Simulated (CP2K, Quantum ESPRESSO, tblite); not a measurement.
**Random packing of 74GeS2-26As2S3 (mol %) (81 atoms): other programs against plane waves**

One geometry of random packing of 74GeS2-26As2S3 (mol %) (81 atoms) is solved by several programs and methods. How far do their forces lie from a plane-wave PBE run?

Results are calculated, not measured.

## (1) The structure

The cell holds 81 atoms (17 Ge, 52 S and 12 As), with edges of 12.41, 12.41 and 12.41 Å. Recipe: 81 atoms (17 Ge, 52 S, 12 As) packed at random in a cube at 3.31 g/cm³ and pushed apart as soft spheres, cations and anions kept from their own kind; a start for melting by ab initio MD, not an equilibrated structure. Then every atom was moved at random, 0.05 Å r.m.s. a Cartesian component. The density is 3.31 g/cm³.

## (2) The reference input

Quantum ESPRESSO 7.5: Kohn-Sham DFT, PBE, SSSP efficiency 1.3.0 pseudopotentials, plane waves. Its input, pw.in:

```
&control
  calculation = 'scf'
  pseudo_dir = './pseudo'
  outdir = './tmp'
  disk_io = 'none'
  tprnfor = .true.
  tstress = .true.
/
&system
  ibrav = 0
  nat = 81
  ntyp = 3
  ecutwfc = 45
  ecutrho = 360
  nosym = .true.
  occupations = 'smearing'
  smearing = 'fd'
  degauss = 0.003675
/
&electrons
  conv_thr = 4.0e-07
  electron_maxstep = 100
  mixing_beta = 0.4
  mixing_mode = 'plain'
  diagonalization = 'david'
/
ATOMIC_SPECIES
Ge 72.630 Ge.upf
S 32.060 S.upf
As 74.922 As.upf
CELL_PARAMETERS angstrom
12.40660 0.00000 0.00000
0.00000 12.40660 0.00000
0.00000 0.00000 12.40660
ATOMIC_POSITIONS crystal
Ge 0.85365 0.25356 0.05463
Ge 0.64222 0.35900 0.84470
Ge 0.12234 0.02247 0.31101
Ge 0.94655 0.50083 0.91008
[... 75 atom lines left out ...]
As 0.14413 0.11625 0.08504
As 0.11855 0.39819 0.51861
K_POINTS gamma
```

```console
$ OMP_NUM_THREADS=1 mpirun -np 4 pw.x -in pw.in > output.txt
```

It took 13 min on 4 MPI ranks of Arm Neoverse V1, shared host; peak memory 5.2 GiB; 51 min of CPU time.

It converged with an r.m.s. force component of 0.92 eV/Å and a pressure of 0.83 GPa.

## (3) What was run beside it

- CP2K 2026.2: Gaussian basis with GTH pseudopotentials and a plane-wave density; labels give functional, basis (MOLOPT sets; SR short-range, UZH the newer set with its own potentials), grid cutoff/relative cutoff and solver (OT: orbital transformation; TRS4, TC2, SIGN: linear-scaling purification with its sparsity filter), or its built-in tight binding.
- tblite 0.8.0: extended tight binding, driven from Python.

All use the same cell and atoms, and the electronic-structure runs the same k-mesh.

## (4) Side by side

Differences are against the reference: forces as r.m.s. over components, share as that over the reference's r.m.s. force, slope as the fitted ratio of a run's forces to the reference's.

```csv
run,"Δ force, r.m.s. (meV/Å)",share (%),slope,Δ pressure (GPa),cores,CPU time,memory (GiB)
reference,-,-,-,-,4,51 min,5.2
"CP2K PBE, DZVP-MOLOPT-SR, 122/50 Ry, diagonalisation (coarse)",52.3,5.69,1.015,0.391,1,2.4 min,0.74
"CP2K PBE, DZVP-MOLOPT-SR, 244/50 Ry, diagonalisation (coarse)",52.2,5.69,1.015,0.391,2,3.1 min,1.4
"CP2K PBE, DZVP-MOLOPT-SR, 350/50 Ry, diagonalisation",52.2,5.69,1.015,0.391,2,3.6 min,2.2
"CP2K PBE, DZVP-MOLOPT-SR, 350/70 Ry, diagonalisation",52.2,5.69,1.015,0.391,2,4.3 min,2.2
"CP2K PBE, SZV-MOLOPT-SR, 350/50 Ry, diagonalisation (coarse)",739,80.5,1.406,4.15,1,3.9 min,2.0
tblite GFN1-xTB,778,84.8,0.813,-7.42,1,9.9 s,0.16
```

Rows marked coarse were listed beforehand as settings not expected to be converged; some can still land near the reference.

Runs without a result: CP2K GFN1-xTB, diagonalisation (not converged).

CPU time is summed over cores on shared hosts, of unlike kinds, so it is rough.

## (5) Findings

Forces lie from 5.7 % (CP2K PBE, DZVP-MOLOPT-SR, 244/50 Ry, diagonalisation, coarse) to 85 % (tblite GFN1-xTB) of the reference's r.m.s. force of 0.92 eV/Å away from it. The PBE runs in local orbitals, coarse settings apart, differ by 5.7 % in each run; basis, grid and potentials can all enter. Tight binding differs by 85 % (tblite GFN1-xTB); it is another model, with fitted parameters of its own, and the xTB methods hold dispersion. Runs with settings chosen to be coarse differ by 5.7 % (CP2K PBE, DZVP-MOLOPT-SR, 244/50 Ry, diagonalisation) to 81 % (CP2K PBE, SZV-MOLOPT-SR, 350/50 Ry, diagonalisation), their programs' other errors included.

From CP2K PBE, DZVP-MOLOPT-SR, 122/50 Ry, diagonalisation to the finer CP2K PBE, DZVP-MOLOPT-SR, 350/70 Ry, diagonalisation the share goes from 5.69 to 5.69 %, so the grid isn't what parts these runs from the reference. Pressures at PBE, coarse settings apart, lie +0.39 GPa from the reference's.

Caveats: Periodic xTB results under one method name differ between programs and library versions. The potentials hold different valence shells: 610 electrons in the reference, 440 in CP2K with SZV-MOLOPT-SR; this bears on time and differences. The reference's pressure holds the uncorrected Pulay stress of its 45 Ry basis, so small pressure differences may be the reference's own error. The electronic-structure runs sample only Γ, in a cell whose shortest periodic width is 12 Å, which is coarse for a cell with partly filled levels. CP2K warns in some runs that its smearing reaches the highest orbitals computed, so too few empty orbitals were added. Spin–orbit coupling is left out. The reference has no spin polarisation, so local moments can't form. Where levels are smeared, the DFT runs use Fermi–Dirac occupations at 580 K (0.05 eV), and energies are free energies. The atoms were displaced at random, and shares hang on the size of the forces that this gives. The reference's cutoffs and mesh weren't converged further here.

[Logs are printed without paths, hosts, clocks, repeated set-up lines and the standing remarks that a program may print on its own settings, such as how far it seeks lower states.]

[Hosts, paths, dates, database ids (printed as entryN), source tags and the programs' standing remarks are cut or masked in the printed files.]

[Cells were taken only where this reference lay near another plane-wave run.]
